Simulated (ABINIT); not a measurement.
# WSe2 (P6_3/mmc): G0W0 with ABINIT, start to end, part 2 of 2

How does a plane-wave GW calculation on WSe2 (P6_3/mmc) run from the first input to the gap?

ABINIT 10.8.3; PBE and many-body steps on it, plane waves. Known limits of the many-body steps: not at the basis limit; no spin-orbit coupling; coarse k mesh.

So far. Step 2 (Ground state): The gap is indirect, with the least direct gap 0.55 eV higher. Step 3 (Empty states on the mesh, 3×3×1 mesh, 190 bands): On this mesh the gap is 1.330 eV. The earlier step found 0.978 eV, so this mesh misses an edge.

The database entry behind the starting cell differs from later determinations by our own check (a about 0.2 % long), so it need not match the best structure at ambient conditions.

## (4) Screening, 3×3×1 mesh, 174 bands, screening to 106.1 eV

The RPA dielectric matrix is built and inverted for each q.

This step: RPA screening on PBE, plane waves, norm-conserving pseudopotentials.

Input file run.abi:

```
acell 3*1.0 Angstrom
rprim 
  3.290000000028 -0.000000000007 0.000000000000
  -1.645000000008 2.849223578479 0.000000000000
  0.000000000000 0.000000000000 12.970000000000
ntypat 2
znucl 74 34
natom 6
typat 1 1 2 2 2 2
xred 
  0.333333333333 0.666666666667 0.250000000000
  0.666666666667 0.333333333333 0.750000000000
  0.333333333333 0.666666666667 0.621000000000
  0.666666666667 0.333333333333 0.121000000000
  0.333333333333 0.666666666667 0.879000000000
  0.666666666667 0.333333333333 0.379000000000
pp_dirpath "pseudos"
pseudos "W.upf, Se.upf"
ecut 58
ngkpt 3 3 1
nshiftk 1
shiftk 0 0 0
kptopt 1
chksymbreak 0
istwfk *1
occopt 1
irdwfk 1
optdriver 3
nband 174
ecuteps 3.9
inclvkb 2
awtr 1
symchi 1
indata_prefix "in"
outdata_prefix "out"
tmpdata_prefix "tmp"
```

Command:

```console
> OMP_NUM_THREADS=1 mpirun -n 4 abinit run.abi > log
```

Numbers of over 12 decimals in the logs are rounded to 6 here.

Log:

```text
.Version 10.8.3 of ABINIT. v10.8.2 released Aug 2026.

 Symmetries : space group P6_3/m m c (#194); Bravais hP (primitive hexag.)
[... echo of the input left out ...]
== DATASET  1 ==================================================================
-   mpi_nproc: 4, omp_nthreads: 1 (-1 if OMP is not activated)

--- !DatasetInfo
iteration_state: {dtset: 1, }
dimensions: {natom: 6, nkpt: 3, mband: 174, nsppol: 1, nspinor: 1, nspden: 1, mpw: 17365, }
cutoff_energies: {ecut:  58.0, pawecutdg:  -1.0, }
electrons: {nelect:   1.24000000E+02, charge:   0.00000000E+00, occopt:   1.00000000E+00, tsmear:   1.00000000E-02, }

 SCREENING: Calculation of the susceptibility and dielectric matrices

 Based on a program developped by R.W. Godby, V. Olevano, G. Onida, and L. Reining.
 Incorporated in ABINIT by V. Olevano, G.-M. Rignanese, and M. Torrent.
.Using double precision arithmetic ; gwpc =  8

[... cell and pseudopotentials left out ...]
--------------------------------------------------------------------------------

 ==== K-mesh for the wavefunctions ====
 Number of points in the irreducible wedge :     3
[... list of points left out ...]
 Together with 24 symmetry operations and time-reversal symmetry
 yields     9 points in the full Brillouin Zone.

 ==== Q-mesh for the screening function ====
 Number of points in the irreducible wedge :     3
[... list of points left out ...]
 Together with 24 symmetry operations and time-reversal symmetry
 yields     9 points in the full Brillouin Zone.

 setmesh: FFT mesh size selected  =    24x   24x  108
          total number of points  =        62208

 vcoul_init : cutoff-mode = AUXILIARY_FUNCTION
 q-points for optical limit:   1
     1)      0.000010    0.000020    0.000030

- screening: taking advantage of time-reversal symmetry
- Maximum band index for partially occupied states nbvw = 62
- Remaining bands to be divided among processors   nbcw = 112
- Number of bands treated by each node ~28

 Number of electrons calculated from density =  124.0000; Expected =  124.0000
 average of density, n =  0.151134
 r_s =    1.1646
 omega_plasma =   37.5005 [eV]

 calculating chi0 at frequencies [eV] :
  1    0.000000E+00    0.000000E+00
  2    0.000000E+00    3.750049E+01

--------------------------------------------------------------------------------
  q-point number  1        q = ( 0.000000, 0.000000, 0.000000) [r.l.u.]
--------------------------------------------------------------------------------
[... chi0 elements left out ...]
 For q-point:  0.000010 0.000020 0.000030
  dielectric constant =  18.8653
  dielectric constant without local fields =  21.0123

  Average fulfillment of the sum rule on Im[epsilon] for q-point    1 :     40.31  [%]
[... wings left out ...]
  q-point number  2        q = ( 0.333333, 0.000000, 0.000000) [r.l.u.]
--------------------------------------------------------------------------------
[... chi0 elements left out ...]
  Average fulfillment of the sum rule on Im[epsilon] for q-point    2 :     38.07  [%]

 [... 1 further q-points ...]
```

Run time: 2.2 min. Hardware: 4 MPI ranks of Arm Neoverse V1, shared host; peak memory 2.5 GiB; 8.8 min of CPU time.

Numbers from this step:

```yaml
eps_infinity_with_local_fields_on_this_mesh_along_the_program_s_q_direction: 18.87
the_same_without_local_fields: 21.01
plasma_frequency: 37.50 eV
plane_waves_in_the_screening_matrix: 291
```

Local fields lower ε∞ by 10 %. On a Γ-centred mesh this coarse the value itself is usually too large, while a short band sum pulls it down.

## (5) Self-energy, 3×3×1 mesh, 174 bands, screening to 106.1 eV

The self-energy is evaluated for the states that the input lists, and the levels follow from it, in one-shot runs by the linearised quasiparticle equation.

This step: G0W0 on PBE, plane waves, norm-conserving pseudopotentials.

run.abi, as its differences from that of step 4:

```diff
@@ -27,8 +27,17 @@
 irdwfk 1
-optdriver 3
+optdriver 4
 nband 174
+gwcalctyp 0
+ecutsigx 58
+symsigma 1
+nkptgw 2
+kptgw 
+  0.0000000000 0.0000000000 0.0000000000
+  0.3333333333 0.3333333333 0.0000000000
+bdgw 
+  61 64
+  61 64
 ecuteps 3.9
-inclvkb 2
-awtr 1
-symchi 1
+irdscr 1
+ppmodel 1
 indata_prefix "in"
```

Log:

```text
.Version 10.8.3 of ABINIT. v10.8.2 released Aug 2026.

 Symmetries : space group P6_3/m m c (#194); Bravais hP (primitive hexag.)
[... echo of the input left out ...]
== DATASET  1 ==================================================================
-   mpi_nproc: 4, omp_nthreads: 1 (-1 if OMP is not activated)

--- !DatasetInfo
iteration_state: {dtset: 1, }
dimensions: {natom: 6, nkpt: 3, mband: 174, nsppol: 1, nspinor: 1, nspden: 1, mpw: 17365, }
cutoff_energies: {ecut:  58.0, pawecutdg:  -1.0, }
electrons: {nelect:   1.24000000E+02, charge:   0.00000000E+00, occopt:   1.00000000E+00, tsmear:   1.00000000E-02, }

 SIGMA: Calculation of the GW corrections

 Based on a program developped by R.W. Godby, V. Olevano, G. Onida, and L. Reining.
 Incorporated in ABINIT by V. Olevano, G.-M. Rignanese, and M. Torrent.
.Using double precision arithmetic ; gwpc =  8

[... cell and pseudopotentials left out ...]
--------------------------------------------------------------------------------

 ==== K-mesh for the wavefunctions ====
 Number of points in the irreducible wedge :     3
[... list of points left out ...]
 Together with 24 symmetry operations and time-reversal symmetry
 yields     9 points in the full Brillouin Zone.

 ==== Q-mesh for screening function ====
 Number of points in the irreducible wedge :     3
[... list of points left out ...]
 Together with 24 symmetry operations and time-reversal symmetry
 yields     9 points in the full Brillouin Zone.

 vcoul_init : cutoff-mode = AUXILIARY_FUNCTION
 q-points for optical limit:   1
     1)      0.000010    0.000020    0.000030
 setmesh: FFT mesh size selected  =    40x   40x  180
          total number of points  =       288000

 Number of electrons calculated from density =  124.0000; Expected =  124.0000
 average of density, n =  0.151134
 r_s =    1.1646
 omega_plasma =   37.5005 [eV]

 === KS Band Gaps ===
  >>>> For spin  1
   Minimum direct gap =   1.5238 [eV], located at k-point      :   0.3333  0.3333  0.0000
   Fundamental gap    =   1.3302 [eV], Top of valence bands at :   0.0000  0.0000  0.0000
                                       Bottom of conduction at :   0.3333  0.3333  0.0000
 SIGMA fundamental parameters:
 PLASMON POLE MODEL  1
 number of plane-waves for SigmaX                17365
 number of plane-waves for SigmaC and W            291
 number of plane-waves for wavefunctions         17365
 number of bands                                   174
 number of independent spin polarizations            1
 number of spinorial components                      1
 number of k-points in IBZ                           3
 number of q-points in IBZ                           3
 number of symmetry operations                      24
 number of k-points in BZ                            9
 number of q-points in BZ                            9
 number of frequencies for dSigma/dE                 9
 frequency step for dSigma/dE [eV]                0.25
 number of omega for Sigma on real axis              0
 max omega for Sigma on real axis  [eV]           0.00
 zcut for avoiding poles [eV]                     0.10

 EPSILON^-1 parameters (SCR file):
 dimension of the eps^-1 matrix on file            291
 dimension of the eps^-1 matrix used               291
 number of plane-waves for wavefunctions         17365
 number of bands                                   174
 number of q-points in IBZ                           3
 number of frequencies                               2
 number of real frequencies                          1
 number of imag frequencies                          1

 matrix elements of self-energy operator (all in [eV])

 Perturbative Calculation

--- !SelfEnergy_ee
iteration_state: {dtset: 1, }
kpoint     : [   0.000,    0.000,    0.000, ]
spin       : 1
KS_gap     :    2.641
QP_gap     :    3.117
Delta_QP_KS:    0.477
data: !SigmaeeData |
     Band     E0 <VxcDFT>   SigX SigC(E0)      Z dSigC/dE  Sig(E)    E-E0       E
       61   8.758 -14.826 -17.379   2.401   0.804  -0.244 -14.948  -0.122   8.636
       62   9.827 -16.046 -16.694   1.098   0.796  -0.257 -15.689   0.357  10.184
       63  12.468 -15.994 -11.310  -3.644   0.801  -0.248 -15.161   0.834  13.302
       64  12.468 -15.994 -11.310  -3.644   0.801  -0.248 -15.161   0.834  13.302

--- !SelfEnergy_ee
iteration_state: {dtset: 1, }
kpoint     : [   0.333,    0.333,    0.000, ]
spin       : 1
KS_gap     :    1.524
QP_gap     :    2.141
Delta_QP_KS:    0.617
data: !SigmaeeData |
     Band     E0 <VxcDFT>   SigX SigC(E0)      Z dSigC/dE  Sig(E)    E-E0       E
       61   9.388 -14.952 -16.073   1.414   0.796  -0.257 -14.718   0.234   9.621
       62   9.634 -15.594 -16.603   1.400   0.795  -0.258 -15.283   0.311   9.944
       63  11.158 -16.260 -11.196  -3.893   0.792  -0.263 -15.333   0.928  12.085
       64  11.158 -16.260 -11.196  -3.893   0.792  -0.263 -15.333   0.928  12.085

== END DATASET(S) ==============================================================
================================================================================

 -outvars: echo values of variables after computation  --------
           etotal      0.0000000000E+00
            nband         174
             nkpt           3
          spgroup         194
 [... the other variables as echoed above ...]

 Calculation completed.
```

Wall time 16 s (4 MPI ranks); peak memory 1.9 GiB.

Numbers from this step:

| Quantity | Value |
| --- | --- |
| G0W0 gap on the points computed | 1.901 eV |
| starting gap on the mesh | 1.330 eV |
| k of the valence top | 0, 0, 0 |
| k of the conduction bottom | 0.3333, 0.3333, 0 |
| Z at the valence top | 0.796 |
| Z at the conduction bottom | 0.792 |
| least direct G0W0 gap on the computed points | 2.141 eV |

The gap on the mesh goes from 1.33 eV to 1.90 eV, a correction of +0.57 eV. The start differs from the 0.98 eV found before because the two sample other k points.

Limits: finite bands, cutoff and mesh; no spin-orbit coupling; coarse k mesh. v1 is the top filled band, c1 the lowest empty one. The levels before and after the correction (eV, zero at the valence-band top of each column):

|  | conduction bottom | valence top |
| --- | --- | --- |
| Kohn-Sham | 1.33 | 0.00 |
| G0W0 | 1.90 | 0.00 |

|  | level | energy (eV) |
| --- | --- | --- |
| Kohn-Sham | Γ v2 | -1.070 |
| Kohn-Sham | Γ v1 | 0.000 |
| Kohn-Sham | Γ c1-c2 | 2.641 |
| Kohn-Sham | (0.333 0.333 0) v2 | -0.440 |
| Kohn-Sham | (0.333 0.333 0) v1 | -0.194 |
| Kohn-Sham | (0.333 0.333 0) c1-c2 | 1.330 |
| G0W0 | Γ v2 | -1.548 |
| G0W0 | Γ v1 | 0.000 |
| G0W0 | Γ c1-c2 | 3.118 |
| G0W0 | (0.333 0.333 0) v2 | -0.563 |
| G0W0 | (0.333 0.333 0) v1 | -0.240 |
| G0W0 | (0.333 0.333 0) c1-c2 | 1.901 |

## (6) Where the time went

Times are wall times on the hardware named with each run, good to a factor of about two.

| step | time | share | memory (GiB) |
| --- | --- | --- | --- |
| ground state | 5.3 min | 48 % | 0.91 |
| empty states on the mesh | 3.2 min | 29 % | 0.5 |
| screening | 2.2 min | 20 % | 2.5 |
| self-energy | 16 s | 2 % | 1.9 |

## (7) What came out

```
PBE gap                              : 0.98 eV, indirect
G0W0 gap on the mesh                 : 1.90 eV
G0W0 gap over the zone (rigid shift) : 1.55 eV
GW settings                          : 3×3×1 mesh, 174 bands, screening to 106.1 eV, Godby-Needs plasmon pole
known limits                         : not at the basis limit; no spin-orbit coupling; coarse k mesh
```

G0W0 moves the gap on the mesh from 1.33 eV to 1.90 eV (+0.57 eV), with Z of 0.80 and 0.79 at the edges. The mesh misses the band edges by 0.35 eV in all; a rigid shift gives 1.55 eV for the zone. Local fields lower the RPA ε∞ on this mesh from 21.01 to 18.87; a Γ-centred mesh this coarse tends to raise both, most where the direct gap is narrow, while a short band sum lowers them. Only 2 of the mesh's irreducible points were corrected, so a valley elsewhere could overtake. The dearest step here is «ground state». Bands and cutoff are finite, so the gap is not at the basis limit. The miss can reach some tenths of an eV and take either sign; the mesh is an error of its own. In the G0W0 run levels were corrected at 2 k points alone, so a gap called «on the mesh» is the least over those, and an edge elsewhere would be missed. A denser mesh or path gives a starting gap of 0.98 eV: the GW mesh misses a band edge, so its gaps are not the fundamental one. The 3×3×1 mesh is coarse for this cell, which bears on the long-range parts of exchange and screening. The many-body steps are scalar-relativistic: spin-orbit coupling is not in them.

[Paths, hosts, dates, memory and timing lines, banners, echoed tables and standing remarks are left out of the program output.]

[Logs are printed without paths, hosts, clocks, repeated set-up lines and the standing remarks that a program may print on its own settings, such as how far it seeks lower states.]

[Runs of the session that timed out or met a known fault of the program may be left out.]

[Hosts, paths, dates, database ids (printed as entryN), source tags and the programs' standing remarks are cut or masked in the printed files.]

[G0W0 gaps are taken among the corrected bands and points alone; a level outside them can change the order at an edge.]

[Where Ansatz stands beside ABINIT at settings called matched, ABINIT's density can come from a denser mesh and the files from another edition; pairs whose starting gaps differed by over 0.03 eV were left out, so agreement reads better than it is.]
